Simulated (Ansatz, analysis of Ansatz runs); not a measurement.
# Y2S2O (P2_1/c), nudged elastic band: V_S hop (3.4 Å) (q = +1), part 5 of 5

How high is the barrier when S changes place in Y2S2O (P2_1/c)? The case: V_S hop (3.4 Å), charge +1, in a cell of 40 host atoms with 1 S taken out.

Ansatz 0.2.0; plane-wave PAW DFT, LDA; nudged elastic band between two relaxed defect structures at fixed charge in a uniform background.

So far, barrier forward (eV): step 4 (nudged elastic band, charge +1) 1.42.

## Step 6: Band with another choice: loose force tolerance

A loose tolerance shows how early the barrier settles.

This step: plane-wave PAW DFT, LDA; nudged elastic band between two relaxed defect structures at fixed charge in a uniform background.

Input file qp1_M1.try0/input.yaml:

```yaml
crystal:
  lattice:
    - [-1.13015356, 6.77967323, 6.6421666]
    - [6.96905613, 0.0, 6.61852732]
    - [8.0992097, 6.77967323, -0.02363928]
  atoms:
    - { symbol: "Y", position: [0.4073975, 0.32861975, 0.5420903] }
    - { symbol: "Y", position: [0.91523414, 0.83184162, 0.03107617] }
    - { symbol: "Y", position: [0.02938051, 0.72038203, 0.4153609] }
    - { symbol: "Y", position: [0.53413337, 0.22253807, 0.91402339] }
    - { symbol: "Y", position: [0.08010484, 0.16725045, 0.97192849] }
    - { symbol: "Y", position: [0.58342789, 0.66496181, 0.46782064] }
    - { symbol: "Y", position: [0.46496139, 0.79277691, 0.07777118] }
    - { symbol: "Y", position: [0.96801872, 0.27985423, 0.58504241] }
    - { symbol: "Y", position: [0.0570245, 0.62289683, 0.80259394] }
    - { symbol: "Y", position: [0.55288335, 0.11832933, 0.30286763] }
    - { symbol: "Y", position: [0.30407154, 0.51968357, 0.05633531] }
    - { symbol: "Y", position: [0.80120868, 0.0191725, 0.55648778] }
    - { symbol: "Y", position: [0.44425973, 0.87686437, 0.69805682] }
    - { symbol: "Y", position: [0.95394258, 0.37325068, 0.19884697] }
    - { symbol: "Y", position: [0.19731061, 0.97818201, 0.44595226] }
    - { symbol: "Y", position: [0.70191899, 0.4859353, 0.93367286] }
    - { symbol: S, position: [0.15990696, 0.81144729, 0.11407003] }
    - { symbol: S, position: [0.66249202, 0.3073975, 0.60843619] }
    - { symbol: S, position: [0.23807165, 0.18638351, 0.13210849] }
    - { symbol: S, position: [0.73464239, 0.68929475, 0.62681663] }
    - { symbol: S, position: [0.26741686, 0.31928524, 0.36704879] }
    - { symbol: S, position: [0.76205584, 0.80663521, 0.87212356] }
    - { symbol: S, position: [0.37195206, 0.55210262, 0.76494516] }
    - { symbol: S, position: [0.86560588, 0.06516102, 0.26325614] }
    - { symbol: S, position: [0.1079276, 0.41591434, 0.6662989] }
    - { symbol: S, position: [0.61383921, 0.91436428, 0.16267239] }
    - { symbol: S, position: [0.3443225, 0.67933237, 0.3823685] }
    - { symbol: S, position: [0.83668868, 0.19138637, 0.88509923] }
    - { symbol: S, position: [0.38186176, 0.08830245, 0.83994244] }
    - { symbol: S, position: [0.88375969, 0.58358368, 0.33632426] }
    - { symbol: S, position: [0.13122902, 0.94563692, 0.73580534] }
    - { symbol: O, position: [0.43842572, 0.90798789, 0.47496268] }
    - { symbol: O, position: [0.93546374, 0.41191558, 0.97790178] }
    - { symbol: O, position: [0.02843443, 0.82127108, 0.55942503] }
    - { symbol: O, position: [0.53165018, 0.32459886, 0.06331591] }
    - { symbol: O, position: [0.0627253, 0.58876778, 0.02681401] }
    - { symbol: O, position: [0.55797887, 0.09367751, 0.5242572] }
    - { symbol: O, position: [0.47663746, 0.6749203, 0.94469909] }
    - { symbol: O, position: [0.97495254, 0.17448395, 0.4417303] }
total_charge: 1
basis:
  ecutwfc: 420
  xc_grid: 2
hamiltonian:
  xc: lda
kpoints:
  mp_grid: { grid: [1, 1, 1] }
magnetization:
  spin_polarized: true
  initial_magnetization: 1
  spin_locking: { lock_magnetization: hard }
scf:
  occupations: { method: fixed }
  max_iter: 60
output:
  forces: true
neb:
  images: 5
  f_tol: 0.3
  climbing: true
  initial_path: idpp
  max_iterations: 30
  order_check: false
  final_atoms:
    - { symbol: "Y", position: [0.41981155, 0.32430752, 0.53395822] }
    - { symbol: "Y", position: [0.91524114, 0.83295043, 0.03225083] }
    - { symbol: "Y", position: [0.0187519, 0.72533953, 0.41728344] }
    - { symbol: "Y", position: [0.53125116, 0.21627645, 0.91850345] }
    - { symbol: "Y", position: [0.08504755, 0.16747117, 0.96901172] }
    - { symbol: "Y", position: [0.58719393, 0.65990329, 0.4731536] }
    - { symbol: "Y", position: [0.46899513, 0.77935405, 0.08078056] }
    - { symbol: "Y", position: [0.96640443, 0.28324169, 0.58691433] }
    - { symbol: "Y", position: [0.05678869, 0.62491875, 0.80059087] }
    - { symbol: "Y", position: [0.55374667, 0.11870716, 0.30340943] }
    - { symbol: "Y", position: [0.30139837, 0.51535865, 0.05821404] }
    - { symbol: "Y", position: [0.80236957, 0.01938872, 0.55617661] }
    - { symbol: "Y", position: [0.44277564, 0.87214798, 0.69948977] }
    - { symbol: "Y", position: [0.94252103, 0.37876087, 0.1978799] }
    - { symbol: "Y", position: [0.19478902, 0.99345823, 0.44505101] }
    - { symbol: "Y", position: [0.6980639, 0.47802912, 0.94784754] }
    - { symbol: S, position: [0.16638584, 0.80090112, 0.12621948] }
    - { symbol: S, position: [0.66218351, 0.30492777, 0.61799677] }
    - { symbol: S, position: [0.23453976, 0.18516343, 0.13376719] }
    - { symbol: S, position: [0.73661555, 0.68129624, 0.63214555] }
    - { symbol: S, position: [0.26431839, 0.30886722, 0.37236] }
    - { symbol: S, position: [0.7644623, 0.81300786, 0.86812157] }
    - { symbol: S, position: [0.37082333, 0.55112024, 0.75965317] }
    - { symbol: S, position: [0.8647339, 0.05954037, 0.26334684] }
    - { symbol: S, position: [0.11944505, 0.42229594, 0.65609262] }
    - { symbol: S, position: [0.60689806, 0.90724819, 0.16717546] }
    - { symbol: S, position: [0.62356406, 0.45252311, 0.24435874] }
    - { symbol: S, position: [0.8375215, 0.18896838, 0.89020969] }
    - { symbol: S, position: [0.38535458, 0.08242289, 0.83828045] }
    - { symbol: S, position: [0.88542864, 0.58466755, 0.33649332] }
    - { symbol: S, position: [0.1289991, 0.947581, 0.73988196] }
    - { symbol: O, position: [0.43793821, 0.90401175, 0.4737651] }
    - { symbol: O, position: [0.94085677, 0.41162015, 0.9724961] }
    - { symbol: O, position: [0.03520883, 0.82539725, 0.5525889] }
    - { symbol: O, position: [0.52646193, 0.32139102, 0.06222634] }
    - { symbol: O, position: [0.06064415, 0.59004357, 0.0263562] }
    - { symbol: O, position: [0.55984036, 0.08371623, 0.5293484] }
    - { symbol: O, position: [0.47312014, 0.6735805, 0.94035658] }
    - { symbol: O, position: [0.96895737, 0.1802992, 0.44229113] }
```

Launch:

```bash
> ansatz run input.yaml --threads 4 --pin off --max-ram 7536MiB --backend cpu --events-out ev --progress --plain --runs-dir out
```

Numbers of over 12 decimals in the logs are rounded to 6 here.

Log:

```text
[...]
parallel-image band execution: 4 concurrent image workers
NEB image 0
Crystal: 39 atoms, lattice volume = 729.080 Å³
Basis set: ecut = 420 eV, 14223 PW (Γ), exchange–correlation on 128×144×144 points (8 copies of the dense FFT grid, shifted against one another)
Bands: 196, of which v1, the nominal top of the filled ones, is band 157 counted from 1 (156 counted from 0)
Symmetry: 1 space group operations
k-points: 1
[...]
Starting moments: Σ|m| = 1 μB on 39 of 39 sites
[...]
SCF iter   1: F=—  HF=-77517.325360 eV  |F-HF|=—  |Δ(HF+E_count)|=         —  Δρ=2.48e-2 (↑2.48e-2 ↓2.44e-2)  dr2=2.95e1  dr2_m=1.63e-2  M=1.000 μB ∫|m|=1.016 μB  β_m=0.30  ethr=3.10e-3  ⟨swp⟩=5.0  Hψ=1046  notcnv=0  defer=72
[...]
SCF iter  12: F=-77510.565952 eV  HF=-77510.565952 eV  |F-HF|=8.00e-9  |Δ(HF+E_count)|=   2.93e-8  Δρ=6.76e-7 (↑6.76e-7 ↓6.75e-7)  dr2=1.57e-8  dr2_m=2.26e-11  M=1.000 μB ∫|m|=1.043 μB  ethr=3.19e-11  ⟨swp⟩=3.0  Hψ=898  notcnv=0
SCF 1 converged in 12 iterations: F = -77510.565952 eV  dr2 = 1.57e-8
[...]
NEB image 6
[...]
SCF 2 converged in 11 iterations: F = -77510.358108 eV  dr2 = 5.45e-8
[...]
NEB end point (image 0): max|allowed force component| = 1.041e-2 eV/Å (the criterion of neb.relax_end_points is 6.000e-2)
NEB end point (image 6): max|allowed force component| = 3.690e-3 eV/Å (the criterion of neb.relax_end_points is 6.000e-2)
NEB image 1
[...]
- { symbol: Y, position: [0.919556, 0.834282, 0.030469] }
    - { symbol: Y, position: [0.017436, 0.727935, 0.415253] }
    - { symbol: Y, position: [0.533205, 0.225310, 0.919429] }
    - { symbol: Y, position: [0.080588, 0.169086, 0.975049] }
    - { symbol: Y, position: [0.581091, 0.654380, 0.467452] }
    - { symbol: Y, position: [0.484219, 0.797210, 0.054879] }
    - { symbol: Y, position: [0.960196, 0.284874, 0.586726] }
[...]
- { symbol: Y, position: [0.440932, 0.861514, 0.694664] }
    - { symbol: Y, position: [0.948568, 0.382163, 0.195833] }
    - { symbol: Y, position: [0.189620, 0.998345, 0.441368] }
    - { symbol: Y, position: [0.705043, 0.484659, 0.933185] }
    - { symbol: S, position: [0.167117, 0.806282, 0.122107] }
    - { symbol: S, position: [0.661824, 0.288986, 0.625583] }
    - { symbol: S, position: [0.233675, 0.194507, 0.133594] }
    - { symbol: S, position: [0.736745, 0.682463, 0.624064] }
    - { symbol: S, position: [0.261822, 0.300507, 0.377172] }
    - { symbol: S, position: [0.769197, 0.803865, 0.868625] }
    - { symbol: S, position: [0.374115, 0.553982, 0.762686] }
    - { symbol: S, position: [0.861707, 0.071355, 0.262575] }
[...]
- { symbol: S, position: [0.838484, 0.191799, 0.889981] }
    - { symbol: S, position: [0.377594, 0.099978, 0.849863] }
    - { symbol: S, position: [0.884330, 0.585727, 0.332861] }
    - { symbol: S, position: [0.126713, 0.949485, 0.736980] }
    - { symbol: O, position: [0.433260, 0.898511, 0.469678] }
    - { symbol: O, position: [0.939681, 0.415921, 0.974025] }
    - { symbol: O, position: [0.033493, 0.825165, 0.553092] }
    - { symbol: O, position: [0.530855, 0.327031, 0.068830] }
    - { symbol: O, position: [0.066476, 0.592199, 0.024395] }
    - { symbol: O, position: [0.556484, 0.075782, 0.530699] }
    - { symbol: O, position: [0.478266, 0.674876, 0.935263] }
    - { symbol: O, position: [0.962926, 0.183709, 0.440779] }
[key lines of the parts left out:]
SCF converged after 8 iterations
Magnetization: 1.0000 μB (157.0000 up, 156.0000 down)
Free energy (F): -77509.123280 eV
Fermi energy:    11.021646 (↑ 11.021646, ↓ 8.760135) eV
```

Wall time 5 min (4 threads of Arm Neoverse V1, shared host); peak memory 3.5 GiB.

The run converged with other settings, drawn as a test and not checked for convergence; the results below rest on the first set.

What was changed: loose force tolerance.

Its highest image lies 1.44 eV above the start; the sound band gave 1.42 eV.

Here the change did no harm: 1.443 eV against the band's 1.421 eV.

## Step 7: Outcome

| Quantity | Value |
| --- | --- |
| barrier forward | 1.42 eV |
| barrier backward | 1.21 eV |
| end less start | 0.21 eV |
| hop length | 3.18 Å |
| band iterations, as the log counts them | 7 |

The top of the band lies 1.42 eV above the start and 1.21 eV above the end. With an assumed prefactor of 1e13 per second it gives one hop a second along this one path at about 550 K; whether such hops link up through the crystal wasn't checked. At the top S27 stands 2.48 Å from its nearest Y, 0.19 Å closer than at the start. The order of the top as a saddle was not checked for all atoms, so a bent path could be lower. No image-charge correction is applied; it largely cancels along a path if the charge stays localised alike. Keep in mind: sampling at the zone centre alone can move energies of charged and open-shell states by tenths of an eV or more in cells of this size; LDA makes the gap too small and tends to spread out bound carriers.

[Logs are printed without paths, hosts, clocks, repeated set-up lines and the standing remarks that a program may print on its own settings, such as how far it seeks lower states.]

[Hosts, paths, dates, database ids (printed as entryN), source tags and the programs' standing remarks are cut or masked in the printed files.]
